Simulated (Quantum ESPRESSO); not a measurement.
# E(M) of CrO2

How stiff is the total moment of CrO2, and does E(M) have further minima?

Main program and level: Quantum ESPRESSO 7.5; PBE; plane waves with GBRV 1.5 PBE potentials, no spin-orbit coupling.

### 1. Set-up

Symmetry: P4_2/mnm, No. 136, tetragonal system. Conventional cell: a = 4.421 Å, b = 4.421 Å, c = 2.917 Å, α = 90.00°, β = 90.00°, γ = 90.00°. Cr has 6 O at 1.89 to 1.91 Å nearest. Nearest to O lie 3 Cr at 1.89 to 1.91 Å. Farther neighbours and most contacts between anions are not listed.

The lattice constants were typed from memory of published values and not checked against a source.

### 2. No moment imposed

Input file pw.in:

```
&CONTROL
  calculation = 'scf'
  prefix = 'pwscf'
  outdir = './tmp'
  pseudo_dir = './pseudo'
  disk_io = 'nowf'
/
&SYSTEM
  ibrav = 0
  celldm(1) = 8
  nat = 6
  ntyp = 2
  ecutwfc = 40
  ecutrho = 280
  nbnd = 39
  occupations = 'smearing'
  smearing = 'fd'
  degauss = 0.00367493
  nspin = 2
  starting_magnetization(1) = 0.2143
  starting_magnetization(2) = 0
/
&ELECTRONS
  conv_thr = 1.2d-08
  electron_maxstep = 150
  mixing_beta = 0.3
/
ATOMIC_SPECIES
Cr     51.9961 cr_pbe_v1.5.uspp.F.UPF
O      15.9990 o_pbe_v1.2.uspp.F.UPF
CELL_PARAMETERS alat
   1.0443098996213    0.0000000000000    0.0000000000000
   0.0000000000000    1.0443098996213    0.0000000000000
   0.0000000000000    0.0000000000000    0.6890413881917
ATOMIC_POSITIONS crystal
Cr      0.0000000000    0.0000000000    0.0000000000
Cr      0.5000000000    0.5000000000    0.5000000000
O       0.3030000000    0.3030000000    0.0000000000
O       0.6970000000    0.6970000000    0.0000000000
O       0.8030000000    0.1970000000    0.5000000000
O       0.1970000000    0.8030000000    0.5000000000
K_POINTS automatic
10 10 10 0 0 0
```

On the command line:

```console
$ OMP_NUM_THREADS=1 mpirun -n 4 pw.x -nk 4 -in pw.in > pw.out
```

Log:

```text
Program PWSCF v.7.5 starts

     Message from routine setup:
     using ibrav=0 with symmetry is DISCOURAGED, use correct ibrav instead

     K-points division:     npool     =       4
     Subspace diagonalization in iterative solution of the eigenvalue problem:

     G-vector sticks info
     --------------------
     sticks:   dense  smooth     PW     G-vecs:    dense   smooth      PW
     Sum        1565     885    285                30497    13155    2353

     Using Slab Decomposition

     bravais-lattice index     =            0
     lattice parameter (alat)  =       8.0000  a.u.
     unit-cell volume          =     384.7460 (a.u.)^3
     number of atoms/cell      =            6
     number of atomic types    =            2
     number of electrons       =        52.00
     number of Kohn-Sham states=           39
     kinetic-energy cutoff     =      40.0000  Ry
     charge density cutoff     =     280.0000  Ry
     scf convergence threshold =      1.2E-08
     mixing beta               =       0.3000
     number of iterations used =            8  plain     mixing
     Exchange-correlation= SLA  PW   PBE  PBE
                           (   1   4   3   4   0   0   0)

     celldm(1)=   8.000000  celldm(2)=   0.000000  celldm(3)=   0.000000
     celldm(4)=   0.000000  celldm(5)=   0.000000  celldm(6)=   0.000000

     crystal axes: (cart. coord. in units of alat)
               a(1) = (   1.044310   0.000000   0.000000 )
               a(2) = (   0.000000   1.044310   0.000000 )
               a(3) = (   0.000000   0.000000   0.689041 )

     reciprocal axes: (cart. coord. in units 2 pi/alat)
               b(1) = (  0.957570  0.000000  0.000000 )
               b(2) = (  0.000000  0.957570  0.000000 )
               b(3) = (  0.000000  0.000000  1.451292 )

     PseudoPot. # 1 for Cr read from file:
     cr_pbe_v1.5.uspp.F.UPF
     Pseudo is Ultrasoft + core correction, Zval = 14.0
     Generated by new atomic code, or converted to UPF format
     Using radial grid of  857 points,  6 beta functions with:
                l(1) =   0
                l(2) =   0
                l(3) =   1
                l(4) =   1
                l(5) =   2
                l(6) =   2
     Q(r) pseudized with  8 coefficients,  rinner =    0.950   0.950   0.950
                                                       0.950   0.950

     PseudoPot. # 2 for O  read from file:
     o_pbe_v1.2.uspp.F.UPF
     Pseudo is Ultrasoft + core correction, Zval =  6.0
     Generated by new atomic code, or converted to UPF format
     Using radial grid of  737 points,  5 beta functions with:
                l(1) =   0
                l(2) =   0
                l(3) =   1
                l(4) =   1
                l(5) =   2
     Q(r) pseudized with  8 coefficients,  rinner =    0.900   0.900   0.900
                                                       0.900   0.900

     atomic species   valence    mass     pseudopotential
     Cr               14.00    51.99610     Cr( 1.00)
     O                 6.00    15.99900     O ( 1.00)

     Starting magnetic structure
     atomic species   magnetization
     Cr              0.214
     O               0.000

     16 Sym. Ops., with inversion, found ( 8 have fractional translation)

   Cartesian axes

     site n.     atom                  positions (alat units)
         1        Cr     tau(   1) = (   0.0000000   0.0000000   0.0000000  )
         2        Cr     tau(   2) = (   0.5221549   0.5221549   0.3445207  )
         3        O      tau(   3) = (   0.3164259   0.3164259   0.0000000  )
         4        O      tau(   4) = (   0.7278840   0.7278840   0.0000000  )
         5        O      tau(   5) = (   0.8385808   0.2057291   0.3445207  )
         6        O      tau(   6) = (   0.2057291   0.8385808   0.3445207  )

     number of k points=   126  Fermi-Dirac smearing, width (Ry)=  0.0037

     Number of k-points >= 100: set verbosity='high' to print them.

     Dense  grid:    30497 G-vectors     FFT dimensions: (  48,  48,  30)

     Smooth grid:    13155 G-vectors     FFT dimensions: (  36,  36,  24)

     Check: negative core charge=   -0.000008
     Generating pointlists ...
     new r_m :   0.1846 (alat units)  1.4767 (a.u.) for type    1
     new r_m :   0.1846 (alat units)  1.4767 (a.u.) for type    2

     Initial potential from superposition of free atoms

     starting charge      50.0000, renormalised to      52.0000

     negative rho (up, down):  2.247E-03 1.448E-03
     Starting wfcs are   36 randomized atomic wfcs +    3 random wfcs

     Self-consistent Calculation

     iteration #  1     ecut=    40.00 Ry     beta= 0.30
     Davidson diagonalization with overlap
     ethr =  1.00E-02,  avg # of iterations =  6.1

     negative rho (up, down):  2.023E-03 2.319E-03

     total energy              =    -479.61255058 Ry
     estimated scf accuracy    <       3.46407097 Ry

     total magnetization       =     4.00 Bohr mag/cell
     absolute magnetization    =     4.15 Bohr mag/cell

     iteration #  2     ecut=    40.00 Ry     beta= 0.30
     Davidson diagonalization with overlap
     ethr =  6.66E-03,  avg # of iterations =  1.5

     negative rho (up, down):  1.489E-03 2.497E-03

     total energy              =    -480.16247099 Ry
     estimated scf accuracy    <       1.37370244 Ry

     total magnetization       =     4.05 Bohr mag/cell
     absolute magnetization    =     4.89 Bohr mag/cell

     iteration #  3     ecut=    40.00 Ry     beta= 0.30
     Davidson diagonalization with overlap
     ethr =  2.64E-03,  avg # of iterations =  1.0

     negative rho (up, down):  6.077E-04 3.759E-03

     total energy              =    -480.37368569 Ry
     estimated scf accuracy    <       0.20830444 Ry

     total magnetization       =     4.00 Bohr mag/cell
     absolute magnetization    =     4.59 Bohr mag/cell

     [... further iterations left out ...]

     iteration #  9     ecut=    40.00 Ry     beta= 0.30
     Davidson diagonalization with overlap
     ethr =  2.52E-08,  avg # of iterations =  1.9

     negative rho (up, down):  3.123E-05 4.948E-03

     total energy              =    -480.44635659 Ry
     estimated scf accuracy    <       0.00000231 Ry

     total magnetization       =     4.00 Bohr mag/cell
     absolute magnetization    =     4.68 Bohr mag/cell

     iteration # 10     ecut=    40.00 Ry     beta= 0.30
     Davidson diagonalization with overlap
     ethr =  4.45E-09,  avg # of iterations =  2.0

     negative rho (up, down):  3.162E-05 4.946E-03

     total energy              =    -480.44635773 Ry
     estimated scf accuracy    <       0.00000008 Ry

     total magnetization       =     4.00 Bohr mag/cell
     absolute magnetization    =     4.68 Bohr mag/cell

     iteration # 11     ecut=    40.00 Ry     beta= 0.30
     Davidson diagonalization with overlap
     ethr =  1.53E-10,  avg # of iterations =  2.0

     negative rho (up, down):  3.180E-05 4.944E-03

     total energy              =    -480.44635810 Ry
     estimated scf accuracy    <       0.00000013 Ry

     total magnetization       =     4.00 Bohr mag/cell
     absolute magnetization    =     4.68 Bohr mag/cell

     iteration # 12     ecut=    40.00 Ry     beta= 0.30
     Davidson diagonalization with overlap
     ethr =  1.53E-10,  avg # of iterations =  1.9

     negative rho (up, down):  3.142E-05 4.945E-03

     Magnetic moment per site  (integrated on atomic sphere of radius R)
     atom   1 (R=0.185)  charge= 10.5793  magn=  1.7485
     atom   2 (R=0.185)  charge= 10.5793  magn=  1.7485
     atom   3 (R=0.185)  charge=  5.2599  magn= -0.0724
     atom   4 (R=0.185)  charge=  5.2599  magn= -0.0724
     atom   5 (R=0.185)  charge=  5.2599  magn= -0.0724
     atom   6 (R=0.185)  charge=  5.2599  magn= -0.0724

     End of self-consistent calculation

     Number of k-points >= 100: set verbosity='high' to print the bands.

     the Fermi energy is    10.7973 ev

!    total energy              =    -480.44635845 Ry
     estimated scf accuracy    <          5.0E-09 Ry
     smearing contrib. (-TS)   =      -0.00083432 Ry
     internal energy E=F+TS    =    -480.44552413 Ry

     The total energy is F=E-TS. E is the sum of the following terms:
     one-electron contribution =    -203.03423619 Ry
     hartree contribution      =     128.00637511 Ry
     xc contribution           =     -73.99397084 Ry
     ewald contribution        =    -331.42369222 Ry

     total magnetization       =     4.00 Bohr mag/cell
     absolute magnetization    =     4.68 Bohr mag/cell

     convergence has been achieved in  12 iterations

=------------------------------------------------------------------------------=
   JOB DONE.
=------------------------------------------------------------------------------=
```

The job ended after 73 s (4 MPI ranks of Intel Xeon at 2.70GHz, shared host; peak memory 0.62 GiB).

Spin moment in the atom's sphere by atom:

| atom | spin moment in the atom's sphere (μB) |
| --- | --- |
| Cr1 | 1.75 |
| Cr2 | 1.75 |
| O3 | -0.07 |
| O4 | -0.07 |
| O5 | -0.07 |
| O6 | -0.07 |

Read from the output:

```yaml
smearing_term_ts: 0.01135 eV
magnetization: 4 μB
absolute_magnetization: 4.682 μB
final_state: ferromagnetic
```

### 3. Moment fixed at 0 μB

The two spin channels are filled to separate Fermi energies, so that the total moment meets the target. Half of the up one less the down one is the slope dE/dM.

Changes to pw.in since step 2:

```diff
@@ -19,4 +19,5 @@
   nspin = 2
-  starting_magnetization(1) = 0.2143
+  starting_magnetization(1) = 0.0107
   starting_magnetization(2) = 0
+  tot_magnetization = 0
 /
```

Log:

```text
     [... lines left out ...]
Program PWSCF v.7.5 starts
     [... lines left out ...]
     number of atoms/cell      =            6
     [... lines left out ...]
     number of electrons       =        52.00 (up:  26.00, down:  26.00)
     number of Kohn-Sham states=           39
     kinetic-energy cutoff     =      40.0000  Ry
     charge density cutoff     =     280.0000  Ry
     scf convergence threshold =      1.2E-08
     [... lines left out ...]
     16 Sym. Ops., with inversion, found ( 8 have fractional translation)
     [... lines left out ...]
     number of k points=   126  Fermi-Dirac smearing, width (Ry)=  0.0037
     [... lines left out ...]
     iteration # 16     ecut=    40.00 Ry     beta= 0.30
     [... lines left out ...]
     Magnetic moment per site  (integrated on atomic sphere of radius R)
     atom   1 (R=0.185)  charge= 10.5760  magn=  0.0000
     atom   2 (R=0.185)  charge= 10.5760  magn=  0.0000
     atom   3 (R=0.185)  charge=  5.2445  magn= -0.0000
     atom   4 (R=0.185)  charge=  5.2445  magn= -0.0000
     atom   5 (R=0.185)  charge=  5.2445  magn= -0.0000
     atom   6 (R=0.185)  charge=  5.2445  magn= -0.0000
     [... lines left out ...]
     the spin up/dw Fermi energies are    11.0852   11.0853 ev
!    total energy              =    -480.35370089 Ry
     estimated scf accuracy    <          1.1E-09 Ry
     smearing contrib. (-TS)   =      -0.00586255 Ry
     [... lines left out ...]
     total magnetization       =     0.00 Bohr mag/cell
     absolute magnetization    =     0.00 Bohr mag/cell
     convergence has been achieved in  16 iterations
```

Elapsed: 93 s, on 4 MPI ranks; peak memory 0.62 GiB.

Read from the output:

* magnetization: 0 μB
* absolute magnetization: 0 μB
* half the difference of the two Fermi energies: -0.1 meV
* largest moment: 0 μB

### 4. Moment fixed at 0.491 μB

Changes to pw.in since step 3:

```diff
@@ -19,5 +19,5 @@
   nspin = 2
-  starting_magnetization(1) = 0.0107
+  starting_magnetization(1) = 0.0175
   starting_magnetization(2) = 0
-  tot_magnetization = 0
+  tot_magnetization = 0.491
 /
```

Log:

```text
     [... lines left out ...]
Program PWSCF v.7.5 starts
     [... lines left out ...]
     number of atoms/cell      =            6
     [... lines left out ...]
     number of electrons       =        52.00 (up:  26.25, down:  25.75)
     number of Kohn-Sham states=           39
     kinetic-energy cutoff     =      40.0000  Ry
     charge density cutoff     =     280.0000  Ry
     scf convergence threshold =      1.2E-08
     [... lines left out ...]
     16 Sym. Ops., with inversion, found ( 8 have fractional translation)
     [... lines left out ...]
     number of k points=   126  Fermi-Dirac smearing, width (Ry)=  0.0037
     [... lines left out ...]
     iteration # 19     ecut=    40.00 Ry     beta= 0.30
     [... lines left out ...]
     Magnetic moment per site  (integrated on atomic sphere of radius R)
     atom   1 (R=0.185)  charge= 10.5758  magn=  0.2262
     atom   2 (R=0.185)  charge= 10.5758  magn=  0.2262
     atom   3 (R=0.185)  charge=  5.2451  magn= -0.0141
     atom   4 (R=0.185)  charge=  5.2451  magn= -0.0141
     atom   5 (R=0.185)  charge=  5.2451  magn= -0.0141
     atom   6 (R=0.185)  charge=  5.2451  magn= -0.0141
     [... lines left out ...]
     the spin up/dw Fermi energies are    10.9881   11.1836 ev
!    total energy              =    -480.35550977 Ry
     estimated scf accuracy    <          5.0E-09 Ry
     smearing contrib. (-TS)   =      -0.00575305 Ry
     [... lines left out ...]
     total magnetization       =     0.49 Bohr mag/cell
     absolute magnetization    =     0.63 Bohr mag/cell
     convergence has been achieved in  19 iterations
```

Wall time 1.9 min (4 MPI ranks); peak memory 0.62 GiB; 7.5 min of CPU time.

Spin moment in the atom's sphere by atom:

| atom | spin moment in the atom's sphere (μB) |
| --- | --- |
| Cr1 | 0.226 |
| Cr2 | 0.226 |
| O3 | -0.014 |
| O4 | -0.014 |
| O5 | -0.014 |
| O6 | -0.014 |

Read from the output:

```yaml
magnetization: 0.491 μB
absolute_magnetization: 0.627 μB
half_the_difference_of_the_two_fermi_energies: -97.7 meV
```

### 5. Moment fixed at 0.982 μB

Changes to pw.in since step 4:

```diff
@@ -19,5 +19,5 @@
   nspin = 2
-  starting_magnetization(1) = 0.0175
+  starting_magnetization(1) = 0.0351
   starting_magnetization(2) = 0
-  tot_magnetization = 0.491
+  tot_magnetization = 0.982
 /
```

Log:

```text
     [... lines left out ...]
Program PWSCF v.7.5 starts
     [... lines left out ...]
     number of atoms/cell      =            6
     [... lines left out ...]
     number of electrons       =        52.00 (up:  26.49, down:  25.51)
     number of Kohn-Sham states=           39
     kinetic-energy cutoff     =      40.0000  Ry
     charge density cutoff     =     280.0000  Ry
     scf convergence threshold =      1.2E-08
     [... lines left out ...]
     16 Sym. Ops., with inversion, found ( 8 have fractional translation)
     [... lines left out ...]
     number of k points=   126  Fermi-Dirac smearing, width (Ry)=  0.0037
     [... lines left out ...]
     iteration #150     ecut=    40.00 Ry     beta= 0.30
     [... lines left out ...]
     estimated scf accuracy    <       0.00055253 Ry
     total magnetization       =     0.98 Bohr mag/cell
     absolute magnetization    =     1.27 Bohr mag/cell
     [... lines left out ...]
     convergence NOT achieved after 150 iterations: stopping
[key lines of the parts left out:]
total energy              =    -480.36073857 Ry
```

It took 18 min on 4 MPI ranks; peak memory 0.62 GiB.

Residual by cycle:

cycle, log10 residual and a bar from the least value:
```
        1        1.7 ##############################
       15       -2.9 
       28       -2.2 #####
       42       -1.6 ########
       55       -2.4 ###
       69       -2.7 #
       82       -2.7 #
       96       -2.2 ####
      109       -2.0 ######
      123       -1.1 ############
      136       -2.6 ##
      150       -2.1 #####
```

No converged result was reached; the numbers in the log don't describe the system.

After 150 cycles the residual stands at 0.0075, against 0.0021 at cycle 76 and a least value of 0.0013. The cap of 150 cycles in the input ended the loop.

### 6. E(M)

The runs not shown differ in the target, the start and the number of states alone. The point at 4.00 μB is the free run, entered with slope zero.

Table of energy over the lowest by total spin moment:

| total spin moment (μB a cell) | energy over the lowest (meV a cell) |
| --- | --- |
| 0.00 | 1261 |
| 0.49 | 1236 |
| 1.47 | 897 |
| 1.96 | 765 |
| 2.46 | 589 |
| 2.94 | 400 |
| 3.44 | 213 |
| 3.93 | 24.7 |
| 4.00 | 0 |
| 4.42 | 293 |
| 4.91 | 745 |
| 5.40 | 1253 |

dE/dM against total spin moment:

| total spin moment (μB a cell) | dE/dM (meV/μB) |
| --- | --- |
| 0.00 | -0.0535 |
| 0.49 | -97.7 |
| 1.47 | -217 |
| 1.96 | -319 |
| 2.46 | -384 |
| 2.94 | -383 |
| 3.44 | -383 |
| 3.93 | -364 |
| 4.00 | 0 |
| 4.42 | 833 |
| 4.91 | 986 |
| 5.40 | 1084 |

Largest site moment against total spin moment:

| total spin moment (μB a cell) | largest site moment (μB) |
| --- | --- |
| 0.00 | 8.1e-6 |
| 0.49 | 0.226 |
| 1.47 | 0.649 |
| 1.96 | 0.878 |
| 2.46 | 1.10 |
| 2.94 | 1.31 |
| 3.44 | 1.51 |
| 3.93 | 1.72 |
| 4.00 | 1.75 |
| 4.42 | 1.78 |
| 4.91 | 1.83 |
| 5.40 | 1.89 |

### 7. What came out

* moment of the free run: 4.00 μB a cell
* energy at zero total moment: 1261 meV a cell over the lowest

At zero total moment the site moments vanish, so the 1261 meV a cell is the energy of forming them. Energies and slopes do not fit one curve, so the points lie on more than one branch of solutions. The free run has a whole-number moment, and the slope goes from -364 to 833 meV/μB between its neighbours: a kink, as where a spin channel has a gap, so no stiffness is given. No converged point was had at 0.982 μB. All runs start parallel; opposed orders may lie lower. No Hubbard term acts here. In such compounds local and semilocal functionals without one often delocalise the d electrons, and can shrink or lose moments and miss the size, sign and order of the couplings.

[Logs and program files are shortened in this print: banners, set-up blocks, solver, clock and traceback lines can be left out without a mark of their own.]

[Logs are printed without paths, hosts, clocks, repeated set-up lines and the standing remarks that a program may print on its own settings, such as how far it seeks lower states.]

[Hosts, paths, dates, database ids (printed as entryN), source tags and the programs' standing remarks are cut or masked in the printed files.]

[Where a cell is said to come from a database of computed structures, the database is the Materials Project.]
